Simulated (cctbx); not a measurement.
**What is wrong with this refinement?**

Cell a = 7.1950 Å, b = 7.1950 Å, c = 3.9300 Å, α = 90.00°, β = 90.00°, γ = 120.00°; space group P-62m (no. 189). The compound is PrNiW.

Simulated single-crystal data (cctbx): synchrotron X-rays, λ = 0.7749 Å, to d = 0.65 Å, 70 % of the full sphere, strongest reflection 40000 counts, noise from counting, a 2 % proportional error and a noise floor of 4 counts (s.d.); no absorption.

An anisotropic refinement with weights 1/σ² prints:

```text
Rint 0.019, 42 unique reflections to 1.31 A
cycle     R1     wR2    GooF  max shift (A)
   1  0.0045  0.0119   1.072   0.00198
   2  0.0037  0.0084   0.755   0.00000
final R1 0.0037 wR2 0.0084 GooF 0.755  parameters 12  data/parameter 3.5
atom        x        y        z      Ueq    occ   su(xyz)  su(Uiso or U11)
W1     0.25713  0.00000  0.50000   0.0108  1.000  0.00008  0.0004
Pr1    0.57771  0.00000  0.00000   0.0113  1.000  0.00012  0.0004
Ni1    0.33333  0.66667  0.50000   0.0160  1.000  0.00000  0.0012
Ni2    0.00000  0.00000  0.00000   0.0144  1.000  0.00000  0.0015
difference map: max 0.09 min -0.07 rms 0.03
Q1    0.0000  0.0000  0.2835    2    0.09  1.11 A from Ni2
Q2    0.0000  0.6648  0.2094    6    0.08  1.03 A from Pr1
Q3    0.3333  0.6667  0.2495    4    0.08  0.98 A from Ni1
Q4    0.0000  0.5043  0.5000    3    0.08  1.78 A from W1
Q5    0.0000  0.4167  0.5000    3    0.05  1.15 A from W1
Q6    0.0000  0.1079  0.0000    3    0.05  0.78 A from Ni2
```

**Question.** Can this result stand? If not, what is the likely fault?

Mend it. The fault: data cut at low resolution. Against the right model at the same level, R1 goes from 0.0061 to 0.0037 and GooF from 0.97 to 0.76. The atoms are right, but there are too few data for the parameters: R1 flatters and the s.u.s grow. Data per parameter fall from 23.5 to 3.5.

The compound is PrNiW. The right model at the same level gives:

```text
Rint 0.022, 282 unique reflections to 0.65 A
cycle     R1     wR2    GooF  max shift (A)
   1  0.0062  0.0143   0.988   0.00001
   2  0.0061  0.0141   0.974   0.00000
final R1 0.0061 wR2 0.0141 GooF 0.974  parameters 12  data/parameter 23.5
atom        x        y        z      Ueq    occ   su(xyz)  su(Uiso or U11)
W1     0.25686  0.00000  0.50000   0.0107  1.000  0.00002  0.0001
Pr1    0.57759  0.00000  0.00000   0.0116  1.000  0.00003  0.0001
Ni1    0.33333  0.66667  0.50000   0.0154  1.000  0.00000  0.0002
Ni2    0.00000  0.00000  0.00000   0.0148  1.000  0.00000  0.0003
Flack x: 0.004(6)
Hooft y: 0.003(7)  Bijvoet pairs: 114
difference map: max 0.54 min -0.45 rms 0.11
Q1    0.0000  0.9379  0.2411    6    0.54  1.05 A from Ni2
Q2    0.0000  0.3390  0.5000    3    0.44  0.59 A from W1
Q3    0.0632  0.6682  0.0000    6    0.37  0.58 A from Pr1
Q4    0.3333  0.6667  0.5000    2    0.36  0.00 A from Ni1
Q5    0.2247  0.5765  0.0000    6    0.36  1.62 A from Pr1
Q6    0.0738  0.7194  0.2257   12    0.36  1.25 A from Pr1
```

This is a model crystal, built by substitution and not relaxed, with assumed displacement parameters.

[Middle refinement cycles are left out of these outputs.]

[Logs are printed without paths, hosts, clocks, repeated set-up lines and the standing remarks that a program may print on its own settings, such as how far it seeks lower states.]
